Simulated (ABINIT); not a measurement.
Planning a run of ABINIT 10.8.3 on BaZrSe3 (P1). The input:

```
acell 3*1.0 Angstrom
rprim 
  5.287383000000 -0.000000000000 -0.000000000000
  0.003576000000 5.296392000000 -0.000000000000
  0.007950000000 0.010054000000 5.309462000000
ntypat 3
znucl 56 40 34
natom 5
typat 1 2 3 3 3
xred 
  0.998643000000 0.998478000000 0.998673000000
  0.476578000000 0.490069000000 0.476727000000
  0.488317000000 0.998506000000 0.502693000000
  0.983845000000 0.511636000000 0.518540000000
  0.492614000000 0.501310000000 0.993370000000
pp_dirpath "pseudos"
pseudos "Ba.upf, Zr.upf, Se.upf"
ecut 48
ngkpt 2 2 2
nshiftk 1
shiftk 0 0 0
kptopt 1
chksymbreak 0
istwfk *1
occopt 1
irdwfk 1
optdriver 4
nband 108
gwcalctyp 27
ecutsigx 48
symsigma 0
nkptgw 8
kptgw 
  0.0000000000 0.0000000000 0.0000000000
  0.5000000000 0.0000000000 0.0000000000
  0.0000000000 0.5000000000 0.0000000000
  0.5000000000 0.5000000000 0.0000000000
  0.0000000000 0.0000000000 0.5000000000
  0.5000000000 0.0000000000 0.5000000000
  0.0000000000 0.5000000000 0.5000000000
  0.5000000000 0.5000000000 0.5000000000
bdgw 
  39 53
  39 53
  39 53
  39 53
  39 53
  39 53
  39 53
  39 53
ecuteps 3.2
irdscr 1
irdqps 1
rhoqpmix 0.3
indata_prefix "in"
outdata_prefix "out"
tmpdata_prefix "tmp"
```

```sh
OMP_NUM_THREADS=1 mpirun -n 8 abinit run.abi > log
```

**Question.** How long will it take on 8 MPI ranks of Intel Xeon Platinum 8488C (Sapphire Rapids), shared host, and how much memory?

It took 33 s; on shared hardware allow 17 s to 66 s. Peak host memory was 6.9 GiB.

[Paths, hosts, dates, memory and timing lines, banners, echoed tables and standing remarks are left out of the program output.]

[Logs are printed without paths, hosts, clocks, repeated set-up lines and the standing remarks that a program may print on its own settings, such as how far it seeks lower states.]

[Runs of the session that timed out or met a known fault of the program may be left out.]

[Hosts, paths, dates, database ids (printed as entryN), source tags and the programs' standing remarks are cut or masked in the printed files.]

[G0W0 gaps are taken among the corrected bands and points alone; a level outside them can change the order at an edge.]

[Where Ansatz stands beside ABINIT at settings called matched, ABINIT's density can come from a denser mesh and the files from another edition; pairs whose starting gaps differed by over 0.03 eV were left out, so agreement reads better than it is.]
